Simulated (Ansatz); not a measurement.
**A hypothetical structure for Ti2BiAs2**

This structure for Ti2BiAs2 is made up. Its elements were placed in a known structure type with a cell scaled to their sizes. What cell does the guess relax to, and how far off was it?

Calculated with Ansatz 0.2.0; DFT, PBEsol, plane-wave PAW, files of the set soft_1, scalar-relativistic, no spin, cell and ions relaxed at zero pressure; PAW set soft_1.

## (1) The structure

It takes space group I4/mmm (No. 139, tetragonal). Conventional cell: a = 4.186 Å, b = 4.186 Å, c = 10.753 Å, α = 90.00°, β = 90.00°, γ = 90.00°. Nearest to Bi lie 8 As at 3.32 Å and 8 Ti at 3.41 Å. Nearest to As lie 4 Ti at 2.41 Å and 1 As at 2.99 Å and 4 Bi at 3.32 Å. Nearest to Ti lie 4 As at 2.41 Å and 4 Ti at 2.96 Å and 4 Bi at 3.41 Å. Farther neighbours are not listed.

Structure file:

```cif
data_structure
_symmetry_space_group_name_H-M 'P 1'
_symmetry_Int_Tables_number 1
_cell_length_a 6.1374
_cell_length_b 6.1374
_cell_length_c 6.1374
_cell_angle_alpha 140.122
_cell_angle_beta 140.122
_cell_angle_gamma 57.669
_cell_volume 94.21
loop_
_atom_site_label
_atom_site_type_symbol
_atom_site_fract_x
_atom_site_fract_y
_atom_site_fract_z
_atom_site_occupancy
Bi1 Bi 0.00000 0.00000 0.00000 1
As2 As 0.63900 0.63900 0.00000 1
As3 As 0.36100 0.36100 0.00000 1
Ti4 Ti 0.25000 0.75000 0.50000 1
Ti5 Ti 0.75000 0.25000 0.50000 1
```

## (2) Relaxation of the guess

The guessed cell has no reason to be at equilibrium. It is relaxed with the atoms, within the space group of the guess.

Contents of input.yaml:

```yaml
crystal:
  lattice:
    - [-2.093, 2.093, 5.3765]
    - [2.093, -2.093, 5.3765]
    - [2.093, 2.093, -5.3765]
  atoms:
    - { symbol: Bi, position: [0.0, 0.0, 0.0] }
    - { symbol: As, position: [0.639, 0.639, 0.0] }
    - { symbol: As, position: [0.361, 0.361, 0.0] }
    - { symbol: Ti, position: [0.25, 0.75, 0.5] }
    - { symbol: Ti, position: [0.75, 0.25, 0.5] }
kpoints:
  mp_grid: { grid: [9, 9, 9] }
scf:
  occupations: { method: fermi_dirac, width: 0.05 }
hamiltonian:
  xc: pbesol
  pseudopotentials: { kind: paw, azcp: { folder: soft_1 }, xc_functional: pbe }
relax:
  f_tol: 0.015
  max_steps: 70
  cell: {}
output:
  forces: true
  stress: true
```

On the command line:

```
> ansatz run input.yaml --threads 4 --pin off --max-ram 8192MiB --backend cpu --events-out ev --progress --plain --runs-dir out
```

Numbers of over 12 decimals in the logs are rounded to 6 here.

What it wrote:

```text
basis.fft_grid_basis auto: the FFT boxes are laid along the combinations [[1, 0, 1], [0, 1, 1], [0, 0, 1]] of the cell's own vectors, 4.186, 4.186 and 6.137 Å long. The dense box has 30×30×45 points. Along the cell's own vectors, as sized, it would have 45×45×45, 2.25 times as many. Of the 16 symmetry operations that the crystal satisfies within crystal.symmetry.tolerance (time reversal apart; of a slab, those that k [...]
Engine: ansatz 0.2.0, x86_64-unknown-linux-gnu
Pseudopotentials: kind: paw
Pseudopotential: Bi, paw, valence charge 15, recommended cutoff 420 eV (normal), soft_1/Bi.paw.azcp
Pseudopotential: As, paw, valence charge 15, recommended cutoff 420 eV (normal), soft_1/As.paw.azcp
Pseudopotential: Ti, paw, valence charge 12, recommended cutoff 420 eV (normal), soft_1/Ti.paw.azcp
Functional definition: PBEsol
  exchange = pbesol_x
  correlation = pbesol_c
Crystal: 5 atoms, lattice volume = 94.210 Å³
Basis set: ecut = 420 eV, 1829 PW (Γ), FFT grids on a1+a3, a2+a3, a3, exchange–correlation on 60×60×90 points (8 copies of the dense FFT grid, shifted against one another)
Bands: 42, of which v1, the nominal top of the filled ones, is band 35 counted from 1 (34 counted from 0)
Symmetry: 16 space group operations
Space group: I4/mmm (ITA 139), of the structure as read, at distance tolerance 4.6e-5 Å
k-points: 75 of 729
Non-local potential: Bi, projectors of the file, l = 0: 2, l = 1: 2, l = 2: 2, l = 3: 1
Non-local potential: As, projectors of the file, l = 0: 2, l = 1: 2, l = 2: 3, l = 3: 1
Non-local potential: Ti, projectors of the file, l = 0: 3, l = 1: 2, l = 2: 3, l = 3: 1
PAW form: soft (Blöchl's): semilocal exchange-correlation on the pseudo side does not see the compensation charge
PAW frozen core: Bi, regenerated for the run's functional, and the local potential with it (the file was generated under x = pbe(κ = 0.804, μ = 0.219515), c = pbe(β = 0.066725))
PAW frozen core: As, regenerated for the run's functional, and the local potential with it (the file was generated under x = pbe(κ = 0.804, μ = 0.219515), c = pbe(β = 0.066725))
PAW frozen core: Ti, regenerated for the run's functional, and the local potential with it (the file was generated under x = pbe(κ = 0.804, μ = 0.219515), c = pbe(β = 0.066725))
PAW one-centre angular grid: Bi, 590 points (default); XC on 64 Gauss nodes
PAW one-centre angular grid: As, 590 points (default); XC on 64 Gauss nodes
PAW one-centre angular grid: Ti, 590 points (default); XC on 64 Gauss nodes
Initial density: superposition of atomic densities (chi_scale 0.1, normalization cell, long waves kept (reshape's long-wave potential 0.01 eV rms))
Initial wavefunctions: pseudopotential atomic-orbital guess
Functional: x = pbesol(κ = 0.804, μ = 0.123457), c = pbesol(β = 0.046)
SCF iter   1: F=—  HF=-26826.968244 eV  |F-HF|=—  |Δ(HF+E_count)|=         —  Δρ=1.22e-1  dr2=4.84e1  ethr=3.10e-3  ⟨swp⟩=6.4  Hψ=11069  notcnv=0
preconditioner: auto → Kerker (q_TF=auto, 2.590 Å⁻¹)  [metal: Δε(μ)=0.027 eV  Ē_g=10.519 eV  σ=0.050 eV  W_gap=0.14  n_scr=32 (ndim 8)  ℏωp=22.0 eV  f_vac=0.000  D(μ)=6.55/eV (n_scr^D=78)]
SCF iter   2: F=—  HF=-26822.251233 eV  |F-HF|=—  |Δ(HF+E_count)|=    4.72e0  Δρ=6.26e-2  dr2=1.72e1  ethr=3.10e-3  ⟨swp⟩=3.0  Hψ=5272  notcnv=0  defer=27
SCF iter   3: F=—  HF=-26819.495901 eV  |F-HF|=—  |Δ(HF+E_count)|=    2.76e0  Δρ=1.05e-2  dr2=1.92e-1  ethr=3.10e-3  ⟨swp⟩=4.0  Hψ=6217  notcnv=0  defer=21
SCF iter   4: F=—  HF=-26819.471191 eV  |F-HF|=—  |Δ(HF+E_count)|=   2.47e-2  Δρ=5.27e-3  dr2=3.26e-2  ethr=2.78e-4  ⟨swp⟩=2.8  Hψ=6613  notcnv=0  defer=27
SCF iter   5: F=—  HF=-26819.463143 eV  |F-HF|=—  |Δ(HF+E_count)|=   8.05e-3  Δρ=1.73e-3  dr2=9.65e-3  ethr=4.72e-5  ⟨swp⟩=2.1  Hψ=6108  notcnv=0  defer=27
SCF iter   6: F=—  HF=-26819.460038 eV  |F-HF|=—  |Δ(HF+E_count)|=   3.11e-3  Δρ=7.94e-4  dr2=1.07e-3  ethr=1.40e-5  ⟨swp⟩=2.0  Hψ=5526  notcnv=0  defer=27
SCF iter   7: F=—  HF=-26819.459909 eV  |F-HF|=—  |Δ(HF+E_count)|=   1.29e-4  Δρ=2.64e-4  dr2=1.41e-4  ethr=1.56e-6  ⟨swp⟩=2.0  Hψ=4016  notcnv=0  defer=27
SCF iter   8: F=—  HF=-26819.459887 eV  |F-HF|=—  |Δ(HF+E_count)|=   2.26e-5  Δρ=7.86e-5  dr2=1.04e-5  ethr=2.04e-7  ⟨swp⟩=2.0  Hψ=3727  notcnv=0  defer=27
SCF iter   9: F=—  HF=-26819.459876 eV  |F-HF|=—  |Δ(HF+E_count)|=   1.08e-5  Δρ=2.17e-5  dr2=8.19e-7  ethr=1.50e-8  ⟨swp⟩=2.0  Hψ=3819  notcnv=0  defer=27
SCF iter  10: F=-26819.459876 eV  HF=-26819.459876 eV  |F-HF|=1.06e-8  |Δ(HF+E_count)|=   1.93e-7  Δρ=5.46e-6  dr2=2.40e-8  ethr=1.45e-10  ⟨swp⟩=4.9  Hψ=11497  notcnv=0
SCF 1 converged in 10 iterations: F = -26819.459876 eV  dr2 = 2.40e-8
  greatest PAW one-centre occupation: 0.999 electrons in one spin orbital (limit 2), on the As atom at site 2 (counted from 0), in its partial waves of l = 2
relax step   1: F+E_penalty+E_count = -26819.45987566 eV  Δ(F+E_penalty+E_count) = +0.000e0 eV  max|allowed force component| = 1.426e0 eV/Å  Δτ_max = 0.0000 Å  P = +12.773 GPa  Ω = 94.210 Å³  (10 SCF iters, dr2 threshold 1.00e-7 eV, accepted)
Crystal: 5 atoms, lattice volume = 100.805 Å³
Basis set: ecut = 420 eV, 1993 PW (Γ), FFT grids on a1+a3, a2+a3, a3, exchange–correlation on 60×60×90 points (8 copies of the dense FFT grid, shifted against one another)
Initial density: handed on by an earlier stage of this run
Initial wavefunctions: those handed on with the density
iter 1 solved again at ethr=1.65e-3 eV; its pass at ethr=3.10e-3 eV (dr2=1.14e0 eV) is discarded
SCF iter   1: F=—  HF=-26820.402844 eV  |F-HF|=—  |Δ(HF+E_count)|=         —  Δρ=1.80e-2  dr2=1.14e0  ethr=1.65e-3  ⟨swp⟩=1.1  Hψ=18795  notcnv=0
preconditioner: auto → Kerker (q_TF=auto, 2.561 Å⁻¹)  [metal: Δε(μ)=0.005 eV  Ē_g=6.389 eV  σ=0.050 eV  W_gap=0.03  n_scr=32 (ndim 8)  ℏωp=17.7 eV  f_vac=0.000  D(μ)=3.29/eV (n_scr^D=32)]
SCF iter   2: F=—  HF=-26820.304556 eV  |F-HF|=—  |Δ(HF+E_count)|=   9.83e-2  Δρ=9.45e-3  dr2=3.91e-1  ethr=1.65e-3  ⟨swp⟩=2.2  Hψ=3769  notcnv=0
SCF iter   3: F=—  HF=-26820.250723 eV  |F-HF|=—  |Δ(HF+E_count)|=   5.38e-2  Δρ=2.22e-3  dr2=1.11e-2  ethr=5.67e-4  ⟨swp⟩=3.1  Hψ=5741  notcnv=0
SCF iter   4: F=—  HF=-26820.242552 eV  |F-HF|=—  |Δ(HF+E_count)|=   8.17e-3  Δρ=1.22e-3  dr2=3.31e-3  ethr=1.61e-5  ⟨swp⟩=2.0  Hψ=6155  notcnv=0  defer=5
SCF iter   5: F=—  HF=-26820.241874 eV  |F-HF|=—  |Δ(HF+E_count)|=   6.78e-4  Δρ=3.84e-4  dr2=2.79e-4  ethr=4.79e-6  ⟨swp⟩=2.0  Hψ=3794  notcnv=0  defer=7
SCF iter   6: F=—  HF=-26820.241816 eV  |F-HF|=—  |Δ(HF+E_count)|=   5.87e-5  Δρ=1.35e-4  dr2=2.61e-5  ethr=4.05e-7  ⟨swp⟩=2.0  Hψ=5609  notcnv=0  defer=7
[...]
relax step   3: F+E_penalty+E_count = -26820.56136419 eV  Δ(F+E_penalty+E_count) = -3.196e-1 eV  max|allowed force component| = 8.835e-2 eV/Å  Δτ_max = 0.0524 Å  P = -0.283 GPa  Ω = 99.548 Å³  energy of the carried Pulay correction = -1.086e-3 eV  (7 SCF iters, dr2 threshold 5.00e-7 eV, accepted)
[... from here on, the SCF cycles and remarks between the steps are left out ...]
relax step   4: F+E_penalty+E_count = -26820.75546677 eV  Δ(F+E_penalty+E_count) = -1.941e-1 eV  max|allowed force component| = 3.167e-1 eV/Å  Δτ_max = 0.0184 Å  P = -0.283 GPa  Ω = 98.471 Å³  energy of the carried Pulay correction = -8.716e-4 eV  (7 SCF iters, dr2 threshold 5.00e-7 eV, accepted)
relax step   5: F+E_penalty+E_count = -26820.81340126 eV  Δ(F+E_penalty+E_count) = -5.793e-2 eV  max|allowed force component| = 3.502e-1 eV/Å  Δτ_max = 0.1113 Å  P = -0.948 GPa  Ω = 98.943 Å³  energy of the carried Pulay correction = -9.659e-4 eV  (7 SCF iters, dr2 threshold 5.00e-7 eV, accepted)
relax step   6: F+E_penalty+E_count = -26820.82666260 eV  Δ(F+E_penalty+E_count) = -1.326e-2 eV  max|allowed force component| = 1.367e-1 eV/Å  Δτ_max = 0.0474 Å  P = +0.409 GPa  Ω = 97.212 Å³  energy of the carried Pulay correction = -6.181e-4 eV  (8 SCF iters, dr2 threshold 5.00e-7 eV, accepted)
relax step   7: F+E_penalty+E_count = -26820.82948596 eV  Δ(F+E_penalty+E_count) = -2.823e-3 eV  max|allowed force component| = 1.073e-2 eV/Å  Δτ_max = 0.0076 Å  P = +0.001 GPa  Ω = 97.754 Å³  energy of the carried Pulay correction = -7.276e-4 eV  (6 SCF iters, dr2 threshold 5.00e-7 eV, accepted)
relax step   8: F+E_penalty+E_count = -26820.82954523 eV  Δ(F+E_penalty+E_count) = -5.928e-5 eV  max|allowed force component| = 4.737e-3 eV/Å  Δτ_max = 0.0026 Å  P = -0.039 GPa  Ω = 97.802 Å³  energy of the carried Pulay correction = -7.373e-4 eV  (6 SCF iters, dr2 threshold 9.28e-9 eV, accepted)
relax step   9: F+E_penalty+E_count = -26820.84033920 eV  Δ(F+E_penalty+E_count) = -1.079e-2 eV  max|allowed force component| = 3.957e-3 eV/Å  Δτ_max = 0.0000 Å  P = +0.164 GPa  Ω = 97.802 Å³  stress off target by 2.64e-1 GPa  SCF on the basis re-selected at this cell (its energy is not comparable with the rows above)  (7 SCF iters)
relax step  10: F+E_penalty+E_count = -26820.84087304 eV  Δ(F+E_penalty+E_count) = -5.338e-4 eV  max|allowed force component| = 3.236e-3 eV/Å  Δτ_max = 0.0046 Å  P = +0.047 GPa  Ω = 97.880 Å³  energy of the carried Pulay correction = -2.689e-5 eV  (6 SCF iters, dr2 threshold 1.75e-7 eV, accepted)
relax step  11: F+E_penalty+E_count = -26820.84088184 eV  Δ(F+E_penalty+E_count) = -8.802e-6 eV  max|allowed force component| = 1.637e-5 eV/Å  Δτ_max = 0.0006 Å  P = +0.001 GPa  Ω = 97.914 Å³  energy of the carried Pulay correction = -3.574e-5 eV  (6 SCF iters, dr2 threshold 1.07e-8 eV, accepted)
iter 1 solved again at ethr=4.79e-8 eV; its pass at ethr=3.10e-3 eV (dr2=3.30e-5 eV) is discarded
SCF iter   1: F=—  HF=-26820.840890 eV  |F-HF|=—  |Δ(HF+E_count)|=         —  Δρ=3.70e-5  dr2=3.26e-8  ethr=4.79e-8  ⟨swp⟩=4.1  Hψ=20181  notcnv=0
preconditioner: auto → Kerker (q_TF=auto, 2.574 Å⁻¹)  [metal: Δε(μ)=0.024 eV  Ē_g=6.415 eV  σ=0.050 eV  W_gap=0.12  n_scr=30 (ndim 8)  ℏωp=18.0 eV  f_vac=0.000  D(μ)=4.42/eV (n_scr^D=36)]
SCF iter   2: F=—  HF=-26820.840917 eV  |F-HF|=—  |Δ(HF+E_count)|=   2.72e-5  Δρ=1.88e-5  dr2=8.62e-9  ethr=4.73e-11  ⟨swp⟩=2.4  Hψ=4671  notcnv=0
SCF iter   3: F=—  HF=-26820.840918 eV  |F-HF|=—  |Δ(HF+E_count)|=   1.79e-7  Δρ=2.91e-7  dr2=9.26e-11  ethr=1.25e-11  ⟨swp⟩=1.0  Hψ=3150  notcnv=0
iter 4 did not close the SCF: its close was put off for the readings that it lacked (scf_convergence_deferred on its scf_iter line)
SCF iter   4: F=-26820.840918 eV  HF=-26820.840918 eV  |F-HF|=2.18e-11  |Δ(HF+E_count)|=  2.18e-11  Δρ=1.55e-7  dr2=4.09e-11  ethr=1.00e-12  ⟨swp⟩=1.1  Hψ=3158  notcnv=0
iter 5 did not close the SCF: its close was put off for the readings that it lacked (scf_convergence_deferred on its scf_iter line)
SCF iter   5: F=-26820.840918 eV  HF=-26820.840918 eV  |F-HF|=7.28e-12  |Δ(HF+E_count)|=  3.64e-12  Δρ=7.42e-8  dr2=1.20e-11  ethr=1.00e-12  ⟨swp⟩=1.0  Hψ=3150  notcnv=0
iter 6 did not close the SCF: its close was put off for the readings that it lacked (scf_convergence_deferred on its scf_iter line)
SCF iter   6: F=-26820.840918 eV  HF=-26820.840918 eV  |F-HF|=7.28e-12  |Δ(HF+E_count)|=  3.64e-12  Δρ=1.77e-8  dr2=2.82e-13  ethr=1.00e-12  ⟨swp⟩=1.0  Hψ=3150  notcnv=0
iter 7 did not close the SCF: its close was put off for the readings that it lacked (scf_convergence_deferred on its scf_iter line)
SCF iter   7: F=-26820.840918 eV  HF=-26820.840918 eV  |F-HF|=7.28e-12  |Δ(HF+E_count)|=  7.28e-12  Δρ=5.05e-9  dr2=2.44e-14  ethr=1.00e-12  ⟨swp⟩=1.0  Hψ=3150  notcnv=0
SCF iter   8: F=-26820.840918 eV  HF=-26820.840918 eV  |F-HF|=3.64e-12  |Δ(HF+E_count)|=  1.09e-11  Δρ=1.11e-9  dr2=7.64e-16  ethr=1.00e-12  ⟨swp⟩=2.0  Hψ=8231  notcnv=0
SCF 12 converged in 8 iterations: F = -26820.840918 eV  dr2 = 7.64e-16
relax step  12: F+E_penalty+E_count = -26820.84091758 eV  Δ(F+E_penalty+E_count) = -3.574e-5 eV  max|allowed force component| = 1.394e-5 eV/Å  Δτ_max = 0.0000 Å  P = +0.000 GPa  Ω = 97.914 Å³  stress off target by 2.45e-3 GPa  SCF on the basis re-selected at this cell (its energy is not comparable with the rows above)  (8 SCF iters)
basis re-selected at this cell: Δ(F+E_penalty+E_count) = -3.574e-5 eV, ΔP = -0.000 GPa vs the last step (what re-selecting the basis moved, of the pressure what is left beyond the Pulay correction that the steps carried, after the strain that the cell walked since its last selection, with what the two solves' SCF thresholds leave and, on support functions, any second-order correction that the steps lacked; it is no m [...]
SCF converged after 8 iterations
Free energy (F): -26820.840918 eV
Harris-Foulkes:  -26820.840918 eV  (|F-HF|=3.64e-12)
Internal energy: -26820.805136 eV  (E = F + TS)
E sigma→0 (E₀):  -26820.823027 eV
Entropy (-TS):   -0.035782 eV (-7.156 meV/atom)
Fermi energy:    13.132879 eV
--- Per-component energies (eV) ---
  E_band       = -771.966581
  E_kinetic    = 1016.072349
  E_local      = -6684.582612  (includes V_loc(G=0)·N_el)
  E_nonlocal   = -247.503789
  E_hartree    = 3293.214515
  E_xc         = -523.308859
  E_vxc        = -571.749699  (∫ρ·V_xc dr)
  E_paw        = -16487.679437  (= ΣΔE_a)
  E_vpaw       = -870.631889  (= ΣTr[D̂ρ^β])
  E_aug_tail   = 0.000028  (compensation charges beyond the density's cutoff)
  E_ewald      = -7189.318754
  E_core_change = 2.301424  (= ΣΔE_core)
  E_smearing   = -0.035782  (= −TS)
  E_closure    = -0.000000  (closes the sum)
  Σ components = -26820.840918   (vs F -26820.840918, Δ=0.00e0)
--- Forces (eV/Å), atoms counted from 1 ---
  atom   1  Bi     0.00000000     0.00000000     0.00000000
  atom   2  As     0.00000000    -0.00000000     0.00001394
  atom   3  As     0.00000000    -0.00000000    -0.00001394
  atom   4  Ti     0.00000000     0.00000000     0.00000000
  atom   5  Ti     0.00000000     0.00000000     0.00000000
  max |Σ_I F_I| component: 2.93e-18 eV/Å
--- Stress (GPa, compression-positive) ---
       -0.001064       0.000000       0.000000
        0.000000      -0.001064       0.000000
        0.000000       0.000000       0.002449
  P = ⅓ Tr σ = 0.0001 GPa (0.001 kbar)
--- Relaxed structure (10 steps of the walk, 10 accepted, 2 SCFs on fresh bases) ---
  F+E_penalty+E_count = -26820.84091758 eV   max|allowed force component| = 1.394e-5 eV/Å   (the final SCF, on the basis selected at the relaxed cell)
  cell:  # Å, volume = 97.9144 Å³
    - [-2.348401, 2.348401, 4.438558]
    - [2.348401, -2.348401, 4.438558]
    - [2.348401, 2.348401, -4.438558]
  atoms:
    - { symbol: Bi, position: [2.742518282489139e-19, 2.742518282489139e-19, 0] }
    - { symbol: As, position: [0.640056, 0.640056, 0] }
    - { symbol: As, position: [0.359944, 0.359944, 0] }
    - { symbol: Ti, position: [0.250000, 0.75, 0.5] }
    - { symbol: Ti, position: [0.75, 0.250000, 0.5] }
```

The job ended after 27 s (4 threads of AMD EPYC 9R14 (Zen 4), shared host; peak memory 0.69 GiB; 1.7 min of CPU time).

The steps of the relaxation:

| step | energy less that of the first step (eV) | largest force component (eV/Å) | pressure (GPa) | volume (Å³) |
| --- | --- | --- | --- | --- |
| 1 | 0.0000 | 1.4255 | 12.77 | 94.21 |
| 2 | -0.7819 | 0.4760 | 1.20 | 100.81 |
| 3 | -1.1015 | 0.0883 | -0.28 | 99.55 |
| 4 | -1.2956 | 0.3167 | -0.28 | 98.47 |
| 5 | -1.3535 | 0.3502 | -0.95 | 98.94 |
| 6 | -1.3668 | 0.1367 | 0.41 | 97.21 |
| 7 | -1.3696 | 0.0107 | 0.00 | 97.75 |
| 8 | -1.3697 | 0.0047 | -0.04 | 97.80 |
| 9* | -1.3805 | 0.0040 | 0.16 | 97.80 |
| 10 | -1.3810 | 0.0032 | 0.05 | 97.88 |
| 11 | -1.3810 | 0.0000 | 0.00 | 97.91 |
| 12* | -1.3810 | 0.0000 | 0.00 | 97.91 |

Relaxation steps marked * repeat the geometry before them on a plane-wave basis chosen anew for their cell, so energy and pressure can jump there.

The run keeps the 16 symmetry operations that it works with, so distortions that break them were not tested.

| cell as run | before | after | change |
| --- | --- | --- | --- |
| a (Å) | 6.137 | 5.544 | -9.7 % |
| b (Å) | 6.137 | 5.544 | -9.7 % |
| c (Å) | 6.137 | 5.544 | -9.7 % |
| α (°) | 140.12 | 129.87 | -7.3 % |
| β (°) | 140.12 | 129.87 | -7.3 % |
| γ (°) | 57.67 | 73.61 | +27.6 % |
| volume (Å³/atom) | 18.84 | 19.58 | +3.9 % |

The relaxed structure:

```
Bi As Ti
1.0
    -2.34840    2.34840    4.43856
     2.34840   -2.34840    4.43856
     2.34840    2.34840   -4.43856
Bi As Ti
1 2 2
Direct
  0.00000 0.00000 0.00000
  0.64006 0.64006 0.00000
  0.35994 0.35994 0.00000
  0.25000 0.75000 0.50000
  0.75000 0.25000 0.50000
```

This step gave:

```
free energy             : -26820.8409 eV
energy at zero smearing : -26820.8230 eV
smearing term TS        : 0.03578 eV
Fermi energy            : 13.13 eV
electrons               : 69
symmetry operations     : 16
pressure                : 1.07e-4 GPa
```

The shortest distance of each pair, which need not be the same contact before and after:

| pair | guess (Å) | relaxed (Å) |
| --- | --- | --- |
| As–As | 2.989 | 2.487 |
| As–Ti | 2.409 | 2.543 |
| As–Bi | 3.316 | 3.195 |
| Bi–Ti | 3.407 | 3.231 |
| Ti–Ti | 2.960 | 3.321 |

The relaxation ends with a largest force component of 1.4e-5 eV/Å and a pressure of 0.00 GPa.

## (3) What came out

```json
{
 "space group, relaxed": "I4/mmm",
 "conventional cell": "a = 4.697, b = 4.697, c = 8.877 Å; α = 90.0°, β = 90.0°, γ = 90.0°",
 "volume per atom": "19.58 Å³ (guess 18.84)"
}
```

What this shows: Ti2BiAs2 relaxes to I4/mmm with a = 4.697, b = 4.697 and c = 8.877 Å. The guessed volume was 4 % too small. The space group I4/mmm was held in the relaxation, so the end point is a stationary structure within it and may be a saddle against distortions or other arrangements. Mesh and cutoff weren't tested. A vector of the cell changed its length by 10 %, more than the volume shows. Spin-orbit coupling is left out, which can matter for elements this heavy. No dispersion term is used, so weakly bound directions may come out too long. The runs have no spin, and magnetism wasn't tested. Nothing here tests whether the compound is stable against decomposition.

[Logs are printed without paths, hosts, clocks, repeated set-up lines and the standing remarks that a program may print on its own settings, such as how far it seeks lower states.]

[Hosts, paths, dates, database ids (printed as entryN), source tags and the programs' standing remarks are cut or masked in the printed files.]
